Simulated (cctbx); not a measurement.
# What is wrong with this refinement?

Cell a = 6.4070 Å, b = 6.4070 Å, c = 3.8170 Å, α = 90.00°, β = 90.00°, γ = 120.00°; space group P-62m (no. 189). The compound is Fe6Bi2P.

The data are simulated with cctbx, not measured: Mo Kα, λ = 0.71073 Å, to d = 0.75 Å, 70 % of the full sphere, strongest reflection 40000 counts, noise from counting, a 3 % proportional error and a noise floor of 15 counts (s.d.); no absorption.

An anisotropic refinement with weights 1/σ² prints:

```text
Rint 0.026, 146 unique reflections to 0.75 A
cycle     R1     wR2    GooF  max shift (A)
   1  0.0294  0.0745   4.584   0.00398
   2  0.0095  0.0205   1.259   0.00000
final R1 0.0095 wR2 0.0205 GooF 1.259  parameters 12  data/parameter 12.2
atom        x        y        z      Ueq    occ   su(xyz)  su(Uiso or U11)
Bi1    0.33333  0.66667  0.00000   0.0120  1.000  0.00000  0.0001
Fe1    0.25841  0.00000  0.00000   0.0216  1.000  0.00022  0.0004
Mn1    0.00000  0.59902  0.50000   0.0065  1.000  0.00018  0.0005
P1     0.00000  0.00000  0.50000   0.0176  1.000  0.00000  0.0008
difference map: max 1.03 min -0.47 rms 0.16
Q1    0.0000  0.6534  0.5000    3    1.05  0.35 A from Mn1
Q2    0.0000  0.3369  0.5000    3    0.67  1.68 A from Mn1
Q3    0.0000  0.5278  0.5000    3    0.53  0.46 A from Mn1
Q4    0.0000  0.3977  0.0000    3    0.34  0.89 A from Fe1
Q5    0.3333  0.6667  0.0000    2    0.31  0.00 A from Bi1
Q6    0.2772  0.5606  0.1144   12    0.25  0.73 A from Bi1
```

Q: Accept it or mend it, and why?

Mend it. The fault: wrong element: Mn1 is Fe. Against the right model at the same level, R1 goes from 0.0071 to 0.0095 and GooF from 0.95 to 1.26 and U of Mn1 shrinks from 0.0088 to 0.0065 Å². Mn1 has 1 electron too few and its U shrinks to make up, as expected (near an absorption edge f′ can widen the mismatch well beyond the difference in Z).

The compound is Fe6Bi2P. The right model at the same level gives:

```text
Rint 0.026, 146 unique reflections to 0.75 A
cycle     R1     wR2    GooF  max shift (A)
   1  0.0273  0.0700   4.309   0.00513
   2  0.0071  0.0155   0.953   0.00000
final R1 0.0071 wR2 0.0155 GooF 0.953  parameters 12  data/parameter 12.2
atom        x        y        z      Ueq    occ   su(xyz)  su(Uiso or U11)
Bi1    0.33333  0.66667  0.00000   0.0119  1.000  0.00000  0.0001
Fe1    0.25836  0.00000  0.00000   0.0214  1.000  0.00016  0.0003
Fe2    0.00000  0.59927  0.50000   0.0088  1.000  0.00013  0.0004
P1     0.00000  0.00000  0.50000   0.0175  1.000  0.00000  0.0006
Flack x: -0.001(8)
Hooft y: -0.007(7)  Bijvoet pairs: 55
difference map: max 0.43 min -0.37 rms 0.11
Q1    0.0000  0.0000  0.0000    1    0.43  1.66 A from Fe1
Q2    0.0000  0.3746  0.0000    3    0.35  0.74 A from Fe1
Q3    0.0729  0.3191  0.5000    6    0.33  1.86 A from P1
Q4    0.0000  0.6959  0.5000    3    0.30  0.62 A from Fe2
Q5    0.0547  0.7141  0.0000    6    0.27  1.63 A from Fe1
Q6    0.2176  0.6166  0.3391   12    0.25  1.45 A from Bi1
```

The model was made for the exercise: a known structure type with other elements put in, its volume estimated, not relaxed; displacement parameters are assumed.

[Middle refinement cycles are left out of these outputs.]

[Logs are printed without paths, hosts, clocks, repeated set-up lines and the standing remarks that a program may print on its own settings, such as how far it seeks lower states.]
